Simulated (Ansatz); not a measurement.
# Ba on Rh(100): change of the work function, part 2 of 4

How does one ordered layer of Ba (hollow site) change the work function of Rh(100), and what dipole does each adsorbate carry?

Ansatz 0.2.0; plane-wave DFT, PBE, Ansatz PAW.

So far, work function, upper face (eV): step 2 (the clean slab) 5.08.

### 3. The covered slab

System of this step: Ba/Rh(100). The cell holds 17 atoms: 16 Rh and 1 Ba. Its edges and angles: a = 5.374 Å, b = 5.374 Å, c = 26.931 Å, α = 90.0°, β = 90.0°, γ = 90.0°. Vacuum lies along c.

The clean slab as it ended is repeated in the plane and the adsorbate is set on one face; the cell's size fixes the coverage, and the k-mesh shrinks with it to keep the sampling density about even. Adsorbate and upper layers relax, since the dipole depends on the height.

input.yaml

```yaml
crystal:
  lattice:
    - [5.374011537, 0.0, 0.0]
    - [0.0, 5.374011537, 0.0]
    - [0.0, 0.0, 26.9312339334]
  atoms:
    - { symbol: Rh, position: [0.25, 0.25, 0.3341844649] }
    - { symbol: Rh, position: [0.0, 0.0, 0.4047345186] }
    - { symbol: Rh, position: [0.25, 0.25, 0.4766657493] }
    - { symbol: Rh, position: [0.0, 0.0, 0.5458324453] }
    - { symbol: Rh, position: [0.25, 0.75, 0.3341844649] }
    - { symbol: Rh, position: [0.0, 0.5, 0.4047345186] }
    - { symbol: Rh, position: [0.25, 0.75, 0.4766657493] }
    - { symbol: Rh, position: [0.0, 0.5, 0.5458324453] }
    - { symbol: Rh, position: [0.75, 0.25, 0.3341844649] }
    - { symbol: Rh, position: [0.5, 0.0, 0.4047345186] }
    - { symbol: Rh, position: [0.75, 0.25, 0.4766657493] }
    - { symbol: Rh, position: [0.5, 0.0, 0.5458324453] }
    - { symbol: Rh, position: [0.75, 0.75, 0.3341844649] }
    - { symbol: Rh, position: [0.5, 0.5, 0.4047345186] }
    - { symbol: Rh, position: [0.75, 0.75, 0.4766657493] }
    - { symbol: Rh, position: [0.5, 0.5, 0.5458324453] }
    - { symbol: Ba, position: [0.25, 0.25, 0.6658155351] }
kpoints:
  mp_grid: { grid: [6, 6, 1] }
hamiltonian:
  xc: pbe
scf:
  occupations: { method: fermi_dirac, width: 0.1 }
  convergence: { dr2_threshold: 1.0e-08 }
efield:
  axis: 3
  dipole_correction: true
  ramp_position: 0.97
  ramp_width: 0.06
relax:
  f_tol: 0.02
  max_steps: 60
  constraints: [{ sites: [0, 1, 4, 5, 8, 9, 12, 13] }]
output:
  bader: true
  dos: { projected: true, e_range: [-8, 4] }
  write_potential: true
  write_density: true
  volumetric_format: npy
  elf: true
```

Started as:

```sh
ansatz run input.yaml --threads 4 --pin off --max-ram 6144MiB --backend cpu --events-out ev --progress --plain --runs-dir out
```

Numbers of over 12 decimals in the logs are rounded to 6 here.

The program printed:

```text
[...]
Crystal: 17 atoms, lattice volume = 777.774 Å³
Basis set: ecut = 420 eV, 15115 PW (Γ), exchange–correlation on 72×72×384 points (8 copies of the dense FFT grid, shifted against one another)
Bands: 170, of which v1, the nominal top of the filled ones, is band 141 counted from 1 (140 counted from 0)
Symmetry: 8 space group operations
[...]
k-points: 10 of 36
[...]
SCF iter   1: F=—  HF=-108388.947804 eV  |F-HF|=—  |Δ(HF+E_count)|=         —  Δρ=7.52e-3  dr2=1.36e1  ethr=1.77e-3  p=0.524 e·Å  D=1.22e-1 V/Å  ΔV_dip=-3.28 eV  dr2_dipole=6.55e0  V_vac-E_F(+/−)=1.49/4.77 eV  ⟨swp⟩=10.6  Hψ=8465  notcnv=0  defer=3
[...]
SCF iter  14: F=-108388.636895 eV  HF=-108388.636895 eV  |F-HF|=7.28e-11  |Δ(HF+E_count)|=   6.97e-9  Δρ=3.61e-7  dr2=1.42e-9  ethr=3.55e-12  p=0.410 e·Å  D=9.54e-2 V/Å  ΔV_dip=-2.57 eV  dr2_dipole=2.84e-10  V_vac-E_F(+/−)=2.51/5.08 eV  ⟨swp⟩=9.4  Hψ=10934  notcnv=0
SCF 1 converged in 14 iterations: F = -108388.636895 eV  dr2 = 1.42e-9
[...]
relax step   1: F+E_penalty+E_count = -108388.63689463 eV  Δ(F+E_penalty+E_count) = +0.000e0 eV  max|allowed force component| = 1.704e0 eV/Å  Δτ_max = 0.0000 Å  (14 SCF iters, accepted)
[...]
SCF iter   1: F=—  HF=-108389.047923 eV  |F-HF|=—  |Δ(HF+E_count)|=         —  Δρ=4.27e-3  dr2=1.37e0  ethr=4.30e-4  p=0.410 e·Å  D=9.54e-2 V/Å  ΔV_dip=-2.57 eV  dr2_dipole=2.45e-1  V_vac-E_F(+/−)=2.53/5.10 eV  ⟨swp⟩=1.1  Hψ=5896  notcnv=0  defer=21
[...]
eigensolver tolerance schedule calibrated: the retry pair's looser diagonalisation under-reported the residual by θ = 0.11 (0.13/decade); ethr = c·dr2/N_el runs at the constant in force after the calibration composes with the one it found (an armed cap, an earlier calibration), c = 5.6e-2
[...]
SCF iter   2: F=—  HF=-108389.017616 eV  |F-HF|=—  |Δ(HF+E_count)|=   3.03e-2  Δρ=1.72e-3  dr2=6.60e-2  ethr=2.72e-4  p=0.432 e·Å  D=1.01e-1 V/Å  ΔV_dip=-2.71 eV  dr2_dipole=1.05e-4  V_vac-E_F(+/−)=2.38/5.09 eV  ⟨swp⟩=2.3  Hψ=2164  notcnv=0  defer=21
[...]
SCF iter  12: F=-108389.014303 eV  HF=-108389.014303 eV  |F-HF|=1.53e-8  |Δ(HF+E_count)|=   8.63e-8  Δρ=3.86e-7  dr2=4.19e-9  ethr=1.98e-12  p=0.434 e·Å  D=1.01e-1 V/Å  ΔV_dip=-2.72 eV  dr2_dipole=3.21e-11  V_vac-E_F(+/−)=2.37/5.09 eV  ⟨swp⟩=14.2  Hψ=12928  notcnv=0
SCF 2 converged in 12 iterations: F = -108389.014303 eV  dr2 = 4.19e-9
relax step   2: F+E_penalty+E_count = -108389.01430256 eV  Δ(F+E_penalty+E_count) = -3.774e-1 eV  max|allowed force component| = 1.691e0 eV/Å  Δτ_max = 0.1949 Å  (12 SCF iters, accepted)
[...]
SCF iter  11: F=-108389.354783 eV  HF=-108389.354783 eV  |F-HF|=4.93e-8  |Δ(HF+E_count)|=   1.44e-7  Δρ=6.32e-7  dr2=9.57e-9  ethr=1.59e-12  p=0.464 e·Å  D=1.08e-1 V/Å  ΔV_dip=-2.90 eV  dr2_dipole=7.13e-10  V_vac-E_F(+/−)=2.19/5.09 eV  ⟨swp⟩=15.3  Hψ=13733  notcnv=0
SCF 3 converged in 11 iterations: F = -108389.354783 eV  dr2 = 9.57e-9
relax step   3: F+E_penalty+E_count = -108389.35478280 eV  Δ(F+E_penalty+E_count) = -3.405e-1 eV  max|allowed force component| = 1.447e0 eV/Å  Δτ_max = 0.1944 Å  (11 SCF iters, accepted)
[...]
relax step   4: F+E_penalty+E_count = -108389.59700387 eV  Δ(F+E_penalty+E_count) = -2.422e-1 eV  max|allowed force component| = 8.853e-1 eV/Å  Δτ_max = 0.1962 Å  (11 SCF iters, accepted)
[...]
relax step   5: F+E_penalty+E_count = -108389.68702307 eV  Δ(F+E_penalty+E_count) = -9.002e-2 eV  max|allowed force component| = 4.774e-1 eV/Å  Δτ_max = 0.1695 Å  (11 SCF iters, accepted)
[...]
relax step   6: F+E_penalty+E_count = -108389.69078166 eV  Δ(F+E_penalty+E_count) = -3.759e-3 eV  max|allowed force component| = 4.288e-1 eV/Å  Δτ_max = 0.1440 Å  (11 SCF iters, accepted)
[...]
relax step   7: F+E_penalty+E_count = -108389.71457605 eV  Δ(F+E_penalty+E_count) = -2.379e-2 eV  max|allowed force component| = 7.361e-2 eV/Å  Δτ_max = 0.0782 Å  (10 SCF iters, accepted)
SCF iter   1: F=—  HF=-108389.715284 eV  |F-HF|=—  |Δ(HF+E_count)|=         —  Δρ=6.41e-4  dr2=2.33e-2  ethr=2.12e-4  p=0.502 e·Å  D=1.17e-1 V/Å  ΔV_dip=-3.15 eV  dr2_dipole=5.77e-3  V_vac-E_F(+/−)=1.95/5.10 eV  ⟨swp⟩=2.1  Hψ=2352  notcnv=0  defer=23
[...]
SCF iter   9: F=-108389.715378 eV  HF=-108389.715378 eV  |F-HF|=1.10e-8  |Δ(HF+E_count)|=   8.24e-8  Δρ=2.80e-7  dr2=1.43e-9  ethr=3.55e-12  p=0.503 e·Å  D=1.17e-1 V/Å  ΔV_dip=-3.15 eV  dr2_dipole=5.41e-11  V_vac-E_F(+/−)=1.94/5.09 eV  ⟨swp⟩=13.9  Hψ=12544  notcnv=0
SCF 8 converged in 9 iterations: F = -108389.715378 eV  dr2 = 1.43e-9
relax step   8: F+E_penalty+E_count = -108389.71537831 eV  Δ(F+E_penalty+E_count) = -8.023e-4 eV  max|allowed force component| = 1.156e-2 eV/Å  Δτ_max = 0.0165 Å  (9 SCF iters, accepted)
NSCF: frozen V_eff on 10 k-points
[...]
WARN: The output density's exchange-correlation potential varies sharply where the density is thin. Do not read a vacuum level from v_tot or v_xc, or from such a field of the output density. On a cell that repeats whose density bears no net charge and no dipole along the vacuum's axis use v_es (v_loc + v_h of the components); under efield.dipole_correction with no amplitude use v_es + v_field, which holds any externa [...]
SCF converged after 9 iterations
Free energy (F): -108389.715378 eV
[...]
Internal energy: -108388.734612 eV  (E = F + TS)
E sigma→0 (E₀):  -108389.224995 eV
Entropy (-TS):   -0.980766 eV (-57.692 meV/atom)
Fermi energy:    4.529359 eV
Dipole field:    D = 0.117051 V/Å  (p = 0.503116 e·Å, saw-weighted, corrected)
Work function:   Φ+ = 1.9414 eV   Φ− = 5.0938 eV
[...]
--- Forces (eV/Å), atoms counted from 1 ---
  atom   1  Rh     0.00000000     0.00000000     0.31295584
  atom   2  Rh     0.06514665     0.06514665    -0.29309141
  atom   3  Rh     0.00000000     0.00000000    -0.01156290
  atom   4  Rh     0.00234316     0.00234316     0.00233832
  atom   5  Rh     0.00000000     0.00000000     0.29283327
  atom   6  Rh     0.06514665    -0.06514665    -0.29309141
  atom   7  Rh     0.00000000     0.00000000    -0.00664785
  atom   8  Rh     0.00234316    -0.00234316     0.00233832
  atom   9  Rh    -0.00000000     0.00000000     0.29283327
  atom  10  Rh    -0.06514665     0.06514665    -0.29309141
  atom  11  Rh     0.00000000     0.00000000    -0.00664785
  atom  12  Rh    -0.00234316     0.00234316     0.00233832
  atom  13  Rh     0.00000000     0.00000000     0.29181092
  atom  14  Rh    -0.06514665    -0.06514665    -0.29309141
  atom  15  Rh     0.00000000     0.00000000    -0.00443120
  atom  16  Rh    -0.00234316    -0.00234316     0.00233832
  atom  17  Ba    -0.00000000     0.00000000     0.00188992
  max |Σ_I F_I| component: 2.11e-5 eV/Å
--- Band table (eV; the first three rows and the last of 10) ---
  k-point 0: bands = [... 137 lower, 4.4754, 4.6786, 4.8190, 4.9425, 4.9746, 4.9759, 4.9759, 4.9936, ... 25 higher]
  k-point 1: bands = [... 137 lower, 4.6045, 4.6437, 4.7176, 4.7533, 4.8122, 4.8340, 4.8772, 5.0456, ... 25 higher]
  k-point 2: bands = [... 137 lower, 4.3901, 4.4448, 4.5382, 4.5832, 4.5936, 4.6037, 4.8049, 4.8535, ... 25 higher]
  k-point 9: bands = [... 137 lower, 3.5648, 3.5682, 3.6164, 4.0776, 4.0776, 4.1807, 4.1825, 4.1925, ... 25 higher]
--- Relaxed structure (8 steps of the walk, 8 accepted, 0 SCFs on fresh bases) ---
  F+E_penalty+E_count = -108389.71537831 eV   max|allowed force component| = 1.156e-2 eV/Å
  atoms:
    - { symbol: Rh, position: [0.25, 0.25, 0.334184] }
    - { symbol: Rh, position: [0.0, 0.0, 0.4047345186] }
    - { symbol: Rh, position: [0.25, 0.25, 0.478406] }
    - { symbol: Rh, position: [-0.00228687, -0.00228687, 0.546738] }
    - { symbol: Rh, position: [0.25, 0.75, 0.334184] }
    - { symbol: Rh, position: [0.0, 0.5, 0.4047345186] }
    - { symbol: Rh, position: [0.25, 0.75, 0.477184] }
    - { symbol: Rh, position: [-0.00228687, 0.502287, 0.546738] }
    - { symbol: Rh, position: [0.75, 0.25, 0.334184] }
    - { symbol: Rh, position: [0.5, 0.0, 0.4047345186] }
    - { symbol: Rh, position: [0.75, 0.25, 0.477184] }
    - { symbol: Rh, position: [0.502287, -0.00228687, 0.546738] }
    - { symbol: Rh, position: [0.75, 0.75, 0.334184] }
    - { symbol: Rh, position: [0.5, 0.5, 0.4047345186] }
    - { symbol: Rh, position: [0.75, 0.75, 0.475369] }
    - { symbol: Rh, position: [0.502287, 0.502287, 0.546738] }
    - { symbol: Ba, position: [0.25, 0.25, 0.634725] }
--- Bader charges: 17 sites ---
  site symbol  charge [e]  shift [e]
     0     Rh     -0.0461     0.0001
     1     Rh      0.0387     0.0001
     2     Rh      0.0286     0.0001
     3     Rh     -0.2595     0.0001
     4     Rh     -0.0379     0.0001
     5     Rh      0.0387     0.0001
     6     Rh      0.0212     0.0001
     7     Rh     -0.2596     0.0001
     8     Rh     -0.0379     0.0001
     9     Rh      0.0387     0.0001
    10     Rh      0.0212     0.0001
    11     Rh     -0.2596     0.0001
    12     Rh     -0.0369     0.0001
    13     Rh      0.0387     0.0001
    14     Rh      0.0246     0.0000
    15     Rh     -0.2596     0.0001
    16     Ba      0.9467     0.0000
  estimated error of the sums over rays = 4.7e-4 e
```

Elapsed: 7.6 min, on 4 threads of Arm Neoverse V1, shared host; peak memory 3.3 GiB.

The steps of the relaxation:

```csv
step,energy less that of the first step (eV),largest force component (eV/Å)
1,0.0000,1.7045
2,-0.3774,1.6906
3,-0.7179,1.4466
4,-0.9601,0.8853
5,-1.0501,0.4774
6,-1.0539,0.4288
7,-1.0777,0.0736
8,-1.0785,0.0116
```

The run keeps the 8 symmetry operations that it works with, so distortions that break them were not tested.

The atoms that moved most (Å):

```csv
atom,dx,dy,dz,length
Ba17,0.000,0.000,-0.837,0.837
Rh3,0.000,0.000,0.047,0.047
Rh15,0.000,0.000,-0.035,0.035
Rh16,0.012,0.012,0.024,0.030
Rh12,0.012,-0.012,0.024,0.030
Rh8,-0.012,0.012,0.024,0.030
Rh4,-0.012,-0.012,0.024,0.030
Rh11,0.000,0.000,0.014,0.014
```

Numbers from this step:

```yaml
energy_at_zero_smearing: -108389.2250 eV
work_function_upper_face: 1.941 eV
work_function_lower_face: 5.094 eV
dipole_along_the_normal: 0.5031 e·Å
step_between_the_vacuum_levels: -3.152 eV
```

Running mean over 1.9 Å of the planar mean; the ramp of the sawtooth is left out. The electron's electrostatic potential energy less the Fermi level by z:

```csv
z (Å),electron's electrostatic potential energy less the Fermi level (eV)
4,5.09
5,5.09
6,5.04
7,4.41
8,-3.58
9,-12.4
10,-13.0
11,-13.0
12,-12.6
13,-13.2
14,-13.3
15,-11.7
16,-2.85
17,-1.96
18,-1.01
19,1.23
20,1.78
21,1.90
22,1.93
23,1.94
```

The density of states has structure finer than the step of the table below, so its rows give means over 0.25 eV, whole bins alone (the curve runs from -8 to 1.98 eV). Peaks (eV: height): -4.000: 44.3, -3.010: 66.4, -2.590: 63.9, -1.710: 42.5, -1.500: 53.8, 0.510: 44.6, 0.600: 48.9.

Table of density of states by energy, zero at the Fermi level; means over each step:

energy (eV), density of states (states/eV a cell) and a bar:
```
    -7.50        0.0 
    -7.25        0.0 
    -7.00        1.0 #
    -6.75        1.1 #
    -6.50        1.2 #
    -6.25        1.4 #
    -6.00        1.6 #
    -5.75        4.7 ####
    -5.50       14.1 ###########
    -5.25       23.8 ##################
    -5.00       26.6 ####################
    -4.75       22.2 #################
    -4.50       23.8 ##################
    -4.25       25.0 ###################
    -4.00       24.3 ##################
    -3.75       21.4 ################
    -3.50       16.3 ############
    -3.25       20.8 ################
    -3.00       25.8 ####################
    -2.75       26.0 ####################
    -2.50       39.5 ##############################
    -2.25       33.7 ##########################
    -2.00       16.2 ############
    -1.75       29.1 ######################
    -1.50       32.7 #########################
    -1.25       24.0 ##################
    -1.00       30.1 #######################
    -0.75       30.0 #######################
    -0.50       26.5 ####################
    -0.25       28.8 ######################
     0.00       32.7 #########################
     0.25       21.3 ################
     0.50       32.6 #########################
     0.75       19.9 ###############
     1.00        9.6 #######
     1.25        8.4 ######
     1.50        6.8 #####
     1.75        8.6 #######
```

Projected DOS per atom over height of the atomic layer and energy from the Fermi level. Layers: Rh4 Rh4 Rh4 Rh4 Ba from below.

Ten even steps from '_' (0.00 states/eV) to '@' (2.46 states/eV), each cell a mean:
```
..........
..........
--------::
**####++::
@@##**##..
@@++++##..
##++**%%..
@@++++%%..
**----##__
@@####@@__
**######__
==++++++__
========__
********__
==****==__
::@@@@--__
..++++..__
__________
__________
__________
__________
__________
```
Columns: height of the atomic layer (Å) from 9 to 17.1 (not evenly spaced); rows upwards: energy from the Fermi level (eV) from -7.96 to 1.95.

Valence density in the ca plane at fractional y = 0.250, with atoms of Rh and Ba within 0.2 Å of it. It is the smooth field of the valence electrons, not physical close to the nuclei.

Ten steps, logarithmic in the rise over the least value, from '0' (0 e/Å³) to '9' (13 e/Å³), each cell a mean:
```
12333222222223332222211100000000000000000000
13676422222346763222111000000000000000000000
25899632112379985221110000000000000000000000
26999732112479985221110000000000000000000000
25788532222368874221111000000000000000000000
12455322222235543222211000000000000000000000
11232222222222322222221111110000000000000000
12333222222223332222221233331000000000000000
13676422222246764222212345543100000000000000
25899632112369985321112454454200000000000000
26999732112379996321112453354200000000000000
25788532222358874222112455553200000000000000
12454322222234543222222244442100000000000000
11222222222222322222221122211000000000000000
```
Columns run along c (16.0 Å, from fractional 0.29 to 0.89 of the cell), rows up along a (5.4 Å). Atoms in or near the plane, at fractional coordinates: Rh at (0.33, 0.25), Rh at (0.48, 0.25), Rh at (0.33, 0.75), Rh at (0.48, 0.75), Ba at (0.63, 0.25).

ELF in the ca plane at fractional y = 0.250, with atoms of Rh and Ba within 0.2 Å of it. It is the smooth field of the valence electrons, not physical close to the nuclei.

Ten even steps from '0' (0.00) to '9' (0.87), each cell a mean:
```
22332222223322222222333111111000010000000000
23565322222235642222222210000000000000000000
25888632222368874222222211000000000000000000
26888632222378885222222221000000000000000000
24677422222257763222222210000000000000000000
22343222222223432222333210000000000000000000
22322222223322223222333113432100011000000000
22332222222322322222332368986311111100000000
23565322222235652222222698899621111110000000
25888632222268874222213872289731111110000000
26888632222368885222213860079731111110000000
24787422222247863222222786699631111110000000
22343222222223432222332489998421111110000000
22322232222322223222332136764210111100000000
```
Columns run along c (16.0 Å, from fractional 0.29 to 0.89 of the cell), rows up along a (5.4 Å). Atoms in or near the plane, at fractional coordinates: Rh at (0.33, 0.25), Rh at (0.48, 0.25), Rh at (0.33, 0.75), Rh at (0.48, 0.75), Ba at (0.63, 0.25).

Electrostatic potential energy in the ca plane at fractional y = 0.250, with atoms of Rh and Ba within 0.2 Å of it. With pseudopotentials it is smooth inside the atoms' cores, unlike the true potential.

Ten even steps from '0' (-74 eV) to '9' (8 eV), each cell a mean:
```
99888999999998899999999999999999999999999999
98534799999974358999999999999999999999999999
95100489999830016999999999999999999999999999
95000389999830006999999999999999999999999999
97312699999852137999999999999999999999999999
99767899999987679999999999999999999999999999
99999999999999999999999999999999999999999999
99888999999998889999999987788999999999999999
98534799999974358999999765567999999999999999
96100489999840016999998644446899999999999999
95000389999830005999998643346899999999999999
97312699999952127999998754457899999999999999
99767899999987679999999876678999999999999999
99999999999999999999999998889999999999999999
```
Columns run along c (16.0 Å, from fractional 0.29 to 0.89 of the cell; values clipped at the 3rd and 97th percentile), rows up along a (5.4 Å). Atoms in or near the plane, at fractional coordinates: Rh at (0.33, 0.25), Rh at (0.48, 0.25), Rh at (0.33, 0.75), Rh at (0.48, 0.75), Ba at (0.63, 0.25).

The relaxation took 8 steps and lowered the energy by 1.1 eV; the largest force on the free atoms ends at 0.012 eV/Å.

By hand: a sheet of dipoles makes a step −p/(ε₀A) in the electron's potential. With e/ε₀ = 180.95 V·Å, p = 0.5031 e·Å and A = 28.88 Å², that is −180.95 × (0.5031) / 28.88 = -3.152 eV, and the two vacuum levels of the run differ by -3.152 eV.

The covered face has 1.94 eV, -3.14 eV against the clean one; the bare back face has moved by +0.01 eV, a measure of how thin the slab is.

### 4. Work function against coverage

This step: plane-wave DFT, PBE, Ansatz PAW; work function against coverage (Ansatz 0.2.0).

The runs are now put side by side.

This step gave:

```yaml
work_function_of_the_clean_face: 5.082 eV
largest_change_of_the_work_function: -3.140 eV
```

Work function of the covered face against coverage:

```csv
coverage (adsorbates/nm²),work function of the covered face (eV)
0.00,5.08
3.46,1.94
```

The dipole per adsorbate comes from the change of the cell's dipole. Coverage, by row:

```csv
coverage (1/nm²),coverage (ML),work function (eV),change (eV),"dipole per adsorbate, positive end outwards (debye)",mean height of the added atoms over the highest substrate atom (Å)
3.463,0.25,1.941,-3.14,2.418,2.37
```

[end of part 2 of 4]

[Logs are printed without paths, hosts, clocks, repeated set-up lines and the standing remarks that a program may print on its own settings, such as how far it seeks lower states.]

[Hosts, paths, dates, database ids (printed as entryN), source tags and the programs' standing remarks are cut or masked in the printed files.]

[Maps of the electrostatic potential energy from Ansatz leave out the sawtooth potential of an applied field or a dipole correction, so their vacuum need not be flat; planar profiles and work functions include it.]

[The density of states shown here was stored with 400 of the rows of the run's finer table, so its peaks can read low, often by over a quarter, or be missed, and its means over a window can be off by a tenth or more.]
